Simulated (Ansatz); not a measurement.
# Ga2S3 (Imm2): band gap by G0W0 on LDA, part 2 of 2

How far does one-shot GW move the LDA gap of Ga2S3 (Imm2)?

Ansatz 0.2.0; LDA, then G0W0 on it, plane waves, PAW. Known limits of the many-body steps: finite bands, screening cutoff and k mesh; no spin-orbit coupling in G0W0; d shells not analysed.

So far. Step 2 (Bands along the symmetry lines): Over mesh and path the gap is 1.250 eV, from k = (0.500, -0.500, 0.500) to k = Γ. The least direct gap found is 1.382 eV, at k = Γ.

In doubt: masses and optical values from hybrid runs of this build are listed as unsure (in some of the runs), which bears on the screening that GW takes from such a start.

## Step 3: The quasiparticle correction

G0W0 replaces the xc potential by a self-energy built once from the orbitals of the start. Levels are corrected in the window of bands that the input names, at points of the mesh.

This step: G0W0 on LDA, plane waves, PAW; PAW set soft_1.

input.yaml reads:

```yaml
crystal:
  lattice:
    - [-1.83633776, 5.57061928, 2.67305246]
    - [1.83633776, -5.57061928, 2.67305246]
    - [1.83633776, 5.57061928, -2.67305246]
  atoms:
    - { symbol: Ga, position: [0.16642079, 0.00736566, 0.15905513] }
    - { symbol: Ga, position: [0.84831053, 0.00736566, 0.84094487] }
    - { symbol: S, position: [0.90747666, 0.24172383, 0.66575283] }
    - { symbol: S, position: [0.575971, 0.24172383, 0.33424717] }
    - { symbol: S, position: [0.25182003, 0.25182003, 0.0] }
kpoints:
  mp_grid: { grid: [6, 6, 6] }
hamiltonian:
  xc: lda
  pseudopotentials: { kind: paw, azcp: { folder: soft_1 }, xc_functional: pbe }
scf:
  occupations: { method: fixed }
gw:
  n_empty_bands: 866
  ecut_chi: 230.0
  qp_bands: [v2, c2]
  qp_kpoints: band_edges
  screening: { model: contour_deformation }
```

Started as:

```bash
$ ansatz run input.yaml --threads 2 --pin off --max-ram 73728MiB --backend cuda --events-out ev --progress --plain --runs-dir out --devices 1 --max-vram 13GiB
```

Numbers of over 12 decimals in the logs are rounded to 6 here.

The log of the run:

```text
GPUs: using 1 of 1 available (devices: 1).
[...]
GPU FFT provider: cuFFT
GPU libraries: cuBLAS 13.8.2, cuFFT 12.4.0, cuSOLVER 12.3.4
Crystal: 5 atoms, lattice volume = 109.376 Å³
Basis set: ecut = 420 eV, 2133 PW (Γ)
Bands: 27, of which v1, the nominal top of the filled ones, is band 22 counted from 1 (21 counted from 0)
Symmetry: 4 space group operations
[...]
k-points: 46 of 216 (time reversal used)
[...]
GPU buffer pool allocated for 91125 grid points (all kernels)
[...]
SCF iter   1: F=—  HF=-10026.432185 eV  |F-HF|=—  |Δ(HF+E_count)|=         —  Δρ=4.81e-2  dr2=1.66e0  ethr=3.10e-3  ⟨swp⟩=5.0  Hψ=5015  notcnv=0  defer=129
[...]
SCF iter   9: F=-10025.847367 eV  HF=-10025.847367 eV  |F-HF|=2.15e-8  |Δ(HF+E_count)|=   1.41e-7  Δρ=5.29e-6  dr2=4.46e-8  ethr=2.27e-10  ⟨swp⟩=11.2  Hψ=6053  notcnv=0
SCF 1 converged in 9 iterations: F = -10025.847367 eV  dr2 = 4.46e-8
[...]
NSCF: frozen V_eff on 46 k-points, pencils in batches of 32, up to order 108
the band table was solved once the SCF had ended and its energy, with any forces and stress, was formed, with the checks that follow a solve (5709 applications of the Hamiltonian). They found nothing against the state; the energy, forces and stress were not computed again (output.eigenvalues in the input reference)
[...]
NSCF: frozen V_eff on 46 k-points
G₀W₀ screening: q 1/46
[... further progress lines ...]
[...]
SCF converged after 9 iterations
Free energy (F): -10025.847367 eV
[...]
Internal energy: -10025.847367 eV  (E = F + TS)
E sigma→0 (E₀):  -10025.847367 eV
Fermi energy:    5.506787 eV
[...]
--- Band table (eV; the first three rows and the last of 46) ---
  k-point 0: bands = [... 18 lower, 3.2834, 4.4167, 4.4946, 5.3756, 6.7569, 7.9372, 9.4774, 10.5184, ... 1 higher]
  k-point 1: bands = [... 18 lower, 2.5868, 4.0747, 4.2090, 4.6876, 7.7828, 9.1379, 9.7913, 10.2383, ... 1 higher]
  k-point 2: bands = [... 18 lower, 2.7522, 3.2439, 3.5335, 4.0501, 8.2061, 8.4927, 8.9687, 9.5501, ... 1 higher]
  k-point 45: bands = [... 18 lower, 3.2682, 3.4745, 3.5472, 5.5068, 7.5065, 7.7469, 7.8101, 10.2441, ... 1 higher]
--- G₀W₀: contour deformation, 7 samples at zero and on the imaginary axis and 1 off it, 216 q-points, 866 empty bands' worth ---
  eigenvalues of the whole cell's RPA ε∞ on this k-mesh (on a slab, of 1 + 4πα/V) = 5.7774, 6.0633, 6.3621; static W/v taken at q = 0 is 0.163304
  gw.qp_kpoints: band_edges: 21 of 46 stored k-points solved, in 1 pass; an edge of the gap read off the rows below is read off those points alone
    valence top: of the k-points left out ik 43 came nearest to being solved in a further pass, in band 22 (counted from 1, as in the quasiparticle table): it holds the edge there only if its correction is more favourable than any solved in that band by at least 0.552 eV; those differ by 0.036 eV
    conduction bottom: of the k-points left out ik 4 came nearest to being solved in a further pass, in band 23 (counted from 1, as in the quasiparticle table): it holds the edge there only if its correction is more favourable than any solved in that band by at least 0.908 eV; those differ by 0.189 eV
    ik  band        ε_KS         Σx   Σc(E_QP)       V_xc       Z   E_QP_lin       E_QP  E_QP is
     0    21      4.4946   -19.0267     1.6683   -16.5484  0.7531     3.6742     3.6846  root
     0    22      5.3756   -18.6119     1.9984   -15.7434  0.7433     4.4911     4.5054  root
     0    23      6.7569   -10.3433    -3.9580   -14.8070  0.7860     7.2652     7.2626  root
     0    24      7.9372    -8.2745    -4.3439   -13.1728  0.7879     8.4958     8.4916  root
     3    21      3.3906   -17.9680     2.2826   -14.8275  0.7383     2.5167     2.5328  root
     3    22      3.6318   -17.5878     2.3815   -14.3570  0.7284     2.7594     2.7825  root
     3    23      7.7265    -6.7529    -3.8953   -11.0619  0.8007     8.1422     8.1402  root
     3    24      7.8377    -9.0993    -4.1807   -13.8682  0.7829     8.4304     8.4259  root
     9    21      4.3099   -18.9741     1.7538   -16.4062  0.7530     3.4850     3.4958  root
     9    22      5.3244   -18.5096     2.0402   -15.5959  0.7424     4.4361     4.4509  root
     9    23      7.2902   -10.9316    -4.0024   -15.4221  0.7784     7.7810     7.7783  root
     9    24      7.9355    -8.5652    -4.3573   -13.4836  0.7861     8.5009     8.4965  root
    10    21      4.0000   -18.6478     1.9783   -15.8234  0.7483     3.1411     3.1539  root
    10    22      4.4249   -18.3279     2.1524   -15.3086  0.7394     3.5411     3.5580  root
    10    23      7.6489    -9.7426    -4.2003   -14.5282  0.7822     8.2385     8.2342  root
    10    24      8.1211    -8.5108    -4.2479   -13.3207  0.7856     8.6875     8.6832  root
    11    21      3.7841   -18.2615     2.1066   -15.3057  0.7428     2.9198     2.9349  root
    11    22      3.9808   -18.0351     2.2649   -14.9104  0.7351     3.1017     3.1210  root
    11    23      7.8681   -10.0476    -4.2229   -14.8421  0.7784     8.4439     8.4397  root
    11    24      8.1800    -9.0420    -4.2801   -13.8815  0.7808     8.7437     8.7393  root
    13    21      4.0031   -18.5447     1.9333   -15.7806  0.7464     3.1591     3.1723  root
    13    22      4.8473   -18.2020     2.1344   -15.1974  0.7397     3.9609     3.9772  root
    13    23      8.1653   -10.6846    -4.4274   -15.7146  0.7709     8.7731     8.7678  root
    13    24      8.4616   -10.0000    -4.5244   -15.1409  0.7719     9.0841     9.0781  root
    14    21      3.9597   -18.5044     1.8613   -15.8326  0.7495     3.1377     3.1492  root
    14    22      5.2659   -18.4258     2.1053   -15.4397  0.7409     4.3695     4.3851  root
    14    23      7.6160   -10.2006    -4.2289   -14.9886  0.7793     8.1792     8.1752  root
    14    24      7.8979    -9.8774    -4.3164   -14.7520  0.7782     8.4604     8.4561  root
    16    21      3.9076   -18.5671     2.0097   -15.7078  0.7475     3.0449     3.0582  root
    16    22      4.2114   -18.3182     2.1868   -15.2657  0.7382     3.3282     3.3457  root
    16    23      7.5523    -9.6720    -4.1503   -14.3964  0.7833     8.1303     8.1263  root
    16    24      8.5446    -9.8070    -4.4906   -14.8901  0.7718     9.1427     9.1370  root
    17    21      3.7836   -18.3178     2.0729   -15.3973  0.7438     2.9212     2.9360  root
    17    22      4.3293   -18.1465     2.2243   -15.0538  0.7370     3.4430     3.4609  root
    17    23      7.9441   -10.1124    -4.2620   -14.9545  0.7773     8.5286     8.5241  root
    17    24      8.5088    -9.5469    -4.4786   -14.6300  0.7745     9.1190     9.1133  root
    19    21      3.8947   -18.5191     1.9112   -15.7868  0.7469     3.0617     3.0737  root
    19    22      5.2583   -18.4406     2.1261   -15.4301  0.7405     4.3581     4.3739  root
    19    23      7.2793    -9.7082    -4.1667   -14.4516  0.7857     7.8600     7.8560  root
    19    24      8.0044   -10.1612    -4.3513   -15.0815  0.7753     8.5779     8.5734  root
[...]
42    21      3.8980   -18.3226     1.8662   -15.6429  0.7480     3.0726     3.0846  root
    42    22      5.4720   -18.7193     2.0237   -15.8155  0.7431     4.5772     4.5918  root
    42    23      7.4683    -9.7110    -4.1977   -14.4537  0.7830     8.0171     8.0134  root
    42    24      7.7075    -8.8065    -4.2269   -13.5569  0.7864     8.2345     8.2310  root
    44    21      3.5421   -18.0107     2.1820   -14.9708  0.7417     2.6689     2.6842  root
    44    22      4.0543   -17.8077     2.4130   -14.5185  0.7289     3.1559     3.1781  root
    44    23      7.6639    -8.7002    -4.1229   -13.4092  0.7879     8.2543     8.2500  root
    44    24      8.1208    -8.8359    -4.2756   -13.6996  0.7847     8.7136     8.7089  root
    45    21      3.5472   -19.1457     1.7329   -16.6282  0.7571     2.7531     2.7626  root
    45    22      5.5068   -18.7659     2.0328   -15.8492  0.7430     4.6082     4.6229  root
    45    23      7.5065    -7.3513    -4.0777   -11.9036  0.7972     7.9839     7.9812  root
    45    24      7.7469   -10.6517    -4.4071   -15.6561  0.7742     8.3492     8.3443  root
```

Elapsed: 12 min, on 1 × NVIDIA H100 80GB HBM3 (shared by 6 runs) with 2 threads of AMD EPYC 7R13 (Zen 3), shared host; peak memory 7.6 GiB; 21 min of CPU time.

This step gave:

```yaml
bands_summed: 888
rpa_eps_infinity_on_this_mesh_eigenvalues: 5.777, 6.063, 6.362
plane_waves_in_the_screening_matrix: 855
q_points_in_the_mesh: 216
g0w0_gap_over_the_corrected_points: 2.640 eV
k_of_the_valence_top: -0.5, -0.5, -0.5
k_of_the_conduction_bottom: 0, 0, 0
starting_gap_on_the_mesh: 1.250 eV
z_at_the_valence_top: 0.7430
z_at_the_conduction_bottom: 0.7860
least_direct_g0w0_gap_over_the_corrected_points: 2.757 eV
```

Over 21 of 46 irreducible mesh points the G0W0 gap is 2.640 eV, from k = (-0.500, -0.500, -0.500) to k = Γ. The LDA gap of this run on the mesh is 1.250 eV. The two states that bound the G0W0 gap lie that far apart at the start, so the correction of the gap is 2.640 − 1.250 = +1.390 eV. The start of this run differs from the step before in mesh (8×8×8 and 6×6×6).

Labels follow the order of the start: v1 is the top filled band, c1 the lowest empty one; levels that stay degenerate share a row, the window can cut a multiplet, doubted levels are not marked in this list, bands outside the window were not corrected, and the list may be a part of the corrected levels. Levels before and after the correction, in eV, zero at the valence-band top of each column:

|  | conduction bottom | valence top |
| --- | --- | --- |
| Kohn-Sham | 1.25 | 0.00 |
| G0W0 | 2.64 | 0.00 |

|  | level | occupation | energy (eV) |
| --- | --- | --- | --- |
| Kohn-Sham | Γ v2 | 2 | -1.012 |
| Kohn-Sham | Γ v1 | 2 | -0.131 |
| Kohn-Sham | Γ c1 | 0 | 1.250 |
| Kohn-Sham | Γ c2 | 0 | 2.430 |
| Kohn-Sham | (-0.5 -0.5 -0.5) v2 | 2 | -1.960 |
| Kohn-Sham | (-0.5 -0.5 -0.5) v1 | 2 | 0.000 |
| Kohn-Sham | (-0.5 -0.5 -0.5) c1 | 0 | 2.000 |
| Kohn-Sham | (-0.5 -0.5 -0.5) c2 | 0 | 2.240 |
| G0W0 | Γ v2 | 2 | -0.938 |
| G0W0 | Γ v1 | 2 | -0.117 |
| G0W0 | Γ c1 | 0 | 2.640 |
| G0W0 | Γ c2 | 0 | 3.869 |
| G0W0 | (-0.5 -0.5 -0.5) v2 | 2 | -1.860 |
| G0W0 | (-0.5 -0.5 -0.5) v1 | 2 | 0.000 |
| G0W0 | (-0.5 -0.5 -0.5) c1 | 0 | 3.358 |
| G0W0 | (-0.5 -0.5 -0.5) c2 | 0 | 3.721 |

The parts of the quasiparticle energy for the two states that bound the G0W0 gap, in eV on the run's own scale (QP = start + Σx + Σc − Vxc, with Σc at the quasiparticle energy):

```csv
edge,k,band,start,Σx,Σc,Vxc,Z,QP
valence top,"(-0.500, -0.500, -0.500)",22,5.507,−18.766,2.033,−15.849,0.743,4.623
conduction bottom,Γ,23,6.757,−10.343,−3.958,−14.807,0.786,7.263
```

## Step 4: Spin-orbit coupling

This run has two-component orbitals with spin-orbit coupling.

This step: DFT, LDA with spin-orbit coupling, plane waves, PAW; PAW set soft_1.

input.yaml reads:

```yaml
crystal:
  lattice:
    - [-1.83633776, 5.57061928, 2.67305246]
    - [1.83633776, -5.57061928, 2.67305246]
    - [1.83633776, 5.57061928, -2.67305246]
  atoms:
    - { symbol: Ga, position: [0.16642079, 0.00736566, 0.15905513] }
    - { symbol: Ga, position: [0.84831053, 0.00736566, 0.84094487] }
    - { symbol: S, position: [0.90747666, 0.24172383, 0.66575283] }
    - { symbol: S, position: [0.575971, 0.24172383, 0.33424717] }
    - { symbol: S, position: [0.25182003, 0.25182003, 0.0] }
kpoints:
  mp_grid: { grid: [8, 8, 8] }
  band_path:
    path:
      - [0.0, 0.0, 0.0]
      - [0.5, -0.5, 0.5]
      - [0.27716678, -0.27716678, 0.72283322]
      - [-0.27716678, 0.27716678, 0.27716678]
      - [0.30756361, 0.30756361, -0.30756361]
      - [0.69243639, -0.30756361, 0.30756361]
      - [0.0, 0.5, 0.0]
      - [0.25, 0.25, 0.25]
    npoints: 1
hamiltonian:
  xc: lda
  pseudopotentials: { kind: paw_fr, azcp: { folder: soft_1 }, xc_functional: pbe }
scf:
  occupations: { method: fermi_dirac, width: 0.02 }
  n_extra_bands: 10
magnetization:
  noncollinear: true
  spin_orbit: true
output:
  eigenvalues: true
```

The log of the run:

```text
[...]
GPUs: using 1 of 1 available (devices: 1).
[...]
non-collinear run that drives no moment, with spin-orbit: no starting moment large enough to seed its density (crystal.atoms[].spin), no starting occupations that ask for one, no magnetisation constraint and no magnetic field, so the semilocal B_xc is pinned to zero
[...]
GPU FFT provider: cuFFT
GPU libraries: cuBLAS 13.8.2, cuFFT 12.4.0, cuSOLVER 12.3.4
Crystal: 5 atoms, lattice volume = 109.376 Å³
Basis set: ecut = 420 eV, 2133 PW (Γ), FFT grids on a1+a2, a2+a3, a3
Bands: 54, of which v1, the nominal top of the filled ones, is band 44 counted from 1 (43 counted from 0)
Symmetry: 4 space group operations + 4 with time reversal
[...]
k-points: 95 of 512 (time reversal used)
Projection manifold: j_resolved (fully-relativistic pseudo-atomic orbitals)
[...]
GPU buffer pool allocated for 40500 grid points (all kernels)
[...]
SCF iter   1: F=—  HF=-10026.598431 eV  |F-HF|=—  |Δ(HF+E_count)|=         —  Δρ=4.83e-2  dr2=1.66e0  dr2_m=0.00e0 (ungated)  ethr=3.10e-3  |M|=0.00e0 ∫|m|=0.00e0 μB  |m|>n=0.0e0 m-floor=0.0e0 τ_xc=0.0e0  β_m=0.30  ⟨swp⟩=8.2  Hψ=26398  notcnv=0
[...]
spin=Noncollinear: Resta preconditioning applied to the charge; magnetization (m_x, m_y, m_z) channels mix plain (no charge-response kernel on spin).
SCF iter   2: F=—  HF=-10026.307139 eV  |F-HF|=—  |Δ(HF+E_count)|=   2.91e-1  Δρ=3.24e-2  dr2=7.98e-1  dr2_m=0.00e0 (ungated)  ethr=3.10e-3  |M|=0.00e0 ∫|m|=0.00e0 μB  |m|>n=0.0e0 m-floor=0.0e0 τ_xc=0.0e0  β_m=0.63  ⟨swp⟩=2.0  Hψ=6392  notcnv=0  defer=119
[...]
SCF iter  10: F=-10026.011427 eV  HF=-10026.011427 eV  |F-HF|=2.12e-9  |Δ(HF+E_count)|=   2.58e-8  Δρ=2.32e-6  dr2=4.72e-9  dr2_m=0.00e0 (ungated)  ethr=2.27e-10  |M|=0.00e0 ∫|m|=0.00e0 μB  |m|>n=0.0e0 m-floor=0.0e0 τ_xc=0.0e0  ⟨swp⟩=11.5  Hψ=18427  notcnv=0
SCF 1 converged in 10 iterations: F = -10026.011427 eV  dr2 = 4.72e-9
[...]
SCF converged after 10 iterations
Magnetization: |M| = 0.0000 μB,  M = (+0.0000, +0.0000, +0.0000) μB
Absolute magnetization: 0.0000 μB (∫|m|)
  site 0: m = (+0.0000, +0.0000, +0.0000) μB, |m| = 0.0000 μB  (R = 0.91 Å)
  site 1: m = (+0.0000, +0.0000, +0.0000) μB, |m| = 0.0000 μB  (R = 0.91 Å)
  site 2: m = (+0.0000, +0.0000, +0.0000) μB, |m| = 0.0000 μB  (R = 0.96 Å)
  site 3: m = (+0.0000, +0.0000, +0.0000) μB, |m| = 0.0000 μB  (R = 0.96 Å)
  site 4: m = (+0.0000, +0.0000, +0.0000) μB, |m| = 0.0000 μB  (R = 0.91 Å)
Free energy (F): -10026.011427 eV
[...]
Internal energy: -10026.011427 eV  (E = F + TS)
E sigma→0 (E₀):  -10026.011427 eV
Fermi energy:    6.142047 eV
[...]
--- Band table (eV; the first three rows and the last of 95) ---
  k-point 0: bands = [... 40 lower, 4.5042, 4.5042, 5.3757, 5.3757, 6.7569, 6.7569, 7.9368, 7.9368, ... 6 higher]
  k-point 1: bands = [... 40 lower, 4.2994, 4.3261, 4.8990, 4.9114, 7.4711, 7.4718, 8.7222, 8.7322, ... 6 higher]
  k-point 2: bands = [... 40 lower, 3.8940, 3.9310, 4.3149, 4.3393, 8.1848, 8.1944, 9.1361, 9.1657, ... 6 higher]
  k-point 94: bands = [... 40 lower, 3.5550, 3.5550, 5.5062, 5.5062, 7.5060, 7.5060, 7.7430, 7.7430, ... 6 higher]
```

Elapsed: 24 s, on 1 × NVIDIA H100 80GB HBM3 (shared by 6 runs) with 2 threads; peak memory 1 GiB; 41 s of CPU time.

Numbers from this step:

```yaml
gap: 1.251 eV
valence_top_at: X
conduction_bottom_at: Γ
least_direct_gap: 1.381 eV
```

Over mesh and listed points the gap is 1.251 eV, from k = (0.500, -0.500, 0.500) to k = Γ. The least direct gap found is 1.381 eV, at k = Γ. LDA+SOC against LDA: 1.251 − 1.250 = +0.001 eV, with the same mesh, set of files (read in its fully relativistic form for the spin-orbit run) and cutoff, and both edges at the same k points. The spin-orbit run sees mesh and listed points alone, so its gap is an upper bound: the coupling can move an edge off these points, the more so as this crystal has no centre of inversion, and the change over the zone, its sign included where it is small, is not known.

## Step 5: The runs together

Each gap is the least one over the points named; times are wall times on shared hosts, not benchmarks. A G0W0 time includes the run's own self-consistent start. Runs with listed points see these and the mesh alone, so an edge that moves elsewhere is missed. Rows marked * are further runs, not shown as steps, whose inputs differ from the G0W0 step on the same start in the columns given; solver thresholds can differ too. Symmetry makes (0.500, -0.500, 0.500) and (-0.500, -0.500, -0.500) one point.

| level | mesh | files, cutoff | bands summed, screening | points | gap (eV) | valence top | conduction bottom | least direct gap (eV) | time |
| --- | --- | --- | --- | --- | --- | --- | --- | --- | --- |
| LDA | 8×8×8 | soft_1 PAW, 420 eV | - | mesh and path | 1.250 | (0.500, -0.500, 0.500) | Γ | 1.382 | 12 s |
| LDA+SOC | 8×8×8 | soft_1 PAW, 420 eV | - | mesh and listed points | 1.251 | (0.500, -0.500, 0.500) | Γ | 1.381 | 24 s |
| G0W0@LDA* | 6×6×6 | soft_1 PAW, 420 eV | 164, 69 eV | 21 of 46 irreducible mesh points | 2.632 | (-0.500, -0.500, -0.500) | Γ | 2.760 | 94 s |
| G0W0@LDA* | 6×6×6 | soft_1 PAW, 420 eV | 424, 138 eV | 21 of 46 irreducible mesh points | 2.650 | (-0.500, -0.500, -0.500) | Γ | 2.770 | 3.3 min |
| G0W0@LDA | 6×6×6 | soft_1 PAW, 420 eV | 888, 230 eV | 21 of 46 irreducible mesh points | 2.640 | (-0.500, -0.500, -0.500) | Γ | 2.757 | 12 min |
| G0W0@LDA* | 4×4×4 | soft_1 PAW, 420 eV | 424, 138 eV | 10 of 18 irreducible mesh points | 2.640 | (-0.500, -0.500, -0.500) | Γ | 2.762 | 35 s |

## Step 6: Outcome

```yaml
lda_gap_over_mesh_and_path: 1.250 eV, from k = (0.500, -0.500, 0.500) to k = Γ
g0w0_lda_gap_over_21_of_46_irreducible_mesh_points: 2.640 eV, from k = (-0.500, -0.500, -0.500) to k = Γ
lda_soc_gap_over_mesh_and_listed_points: 1.251 eV
gw_settings: 6×6×6 mesh, 866 empty bands, screening to 230 eV, PAW set soft_1 files
known_limits: finite bands, screening cutoff and k mesh; no spin-orbit coupling in G0W0; d shells not analysed
```

What this shows: Over 21 of 46 irreducible mesh points the G0W0 gap is 2.640 eV, from k = (-0.500, -0.500, -0.500) to k = Γ. The LDA gap of this run on the mesh is 1.250 eV. The two states that bound the G0W0 gap lie that far apart at the start, so the correction of the gap is 2.640 − 1.250 = +1.390 eV. The valence state moves by 4.623 − 5.507 = −0.884 eV and the conduction state by 7.263 − 6.757 = +0.506 eV, on the run's own scale; with 164 bands the edge states move by −0.407 and +0.975 eV, so the split between the edges depends on the bands and cutoff. Both edges that LDA shows over mesh and path lie at k points where levels were corrected. Levels at other points were not corrected, so a lower G0W0 gap elsewhere in the zone is not ruled out. From 164 bands and 69 eV to 888 bands and 230 eV the gap moves by 2.640 − 2.632 = +0.008 eV (rung by rung 2.632, 2.650, 2.640 eV); bands and screening cutoff rise together, so their parts are not told apart. The gap turns back along the series (2.632, 2.650, 2.640 eV), so no line is drawn and the limit is not known. With the 4×4×4 mesh in place of the 6×6×6 mesh and all else as in the G0W0@LDA row with 424 bands, the gap differs by 2.640 − 2.650 = −0.010 eV, and that of the start by 1.249 − 1.250 = −0.001 eV. G0W0 on other starts in this series, not shown as steps and not all at these settings: 3.266 eV on HSE06 (6×6×6, soft_1 PAW, 424 bands, 138 eV). LDA+SOC against LDA: 1.251 − 1.250 = +0.001 eV, with the same mesh, set of files (read in its fully relativistic form for the spin-orbit run) and cutoff, and both edges at the same k points. The spin-orbit run sees mesh and listed points alone, so its gap is an upper bound: the coupling can move an edge off these points, the more so as this crystal has no centre of inversion, and the change over the zone, its sign included where it is small, is not known. What spin-orbit coupling does to the G0W0 levels was not computed, so no sum with the G0W0 gap is formed. The G0W0 runs are scalar-relativistic. One-shot GW is known to converge slowly in bands for compounds with shallow d shells. The cell holds Ga; the filling of the d shell and its place against the gap were not analysed here. G0W0 is shown with one set of atomic data (soft_1 PAW), so the error from the files is not known here. Failed or unusable runs on LDA in this series, left out of the table: G0W0@LDA (6×6×6 mesh, soft_1 PAW files, 420 eV, 402 empty bands) reached its time limit after 56 s.

[Paths, hosts, dates, memory and timing lines, banners, echoed tables and standing remarks are left out of the program output.]

[Logs are printed without paths, hosts, clocks, repeated set-up lines and the standing remarks that a program may print on its own settings, such as how far it seeks lower states.]

[Runs of the session that timed out or met a known fault of the program may be left out.]

[Cells called generated may have been cut or substituted from an entry of the Crystallography Open Database or the Materials Project.]

[Hosts, paths, dates, database ids (printed as entryN), source tags and the programs' standing remarks are cut or masked in the printed files.]

[Where an RPA ε∞ is given, it is that of the G0W0 mesh and is not shown converged in it. Names of k-points follow the symmetry that the program found, which can be lower than the space group named. Band edges on a path are those of the sampled points; other points can move an edge, and change direct to indirect where valleys lie close.]

[Hybrid gaps are those of their k-mesh and are not shown converged in it.]
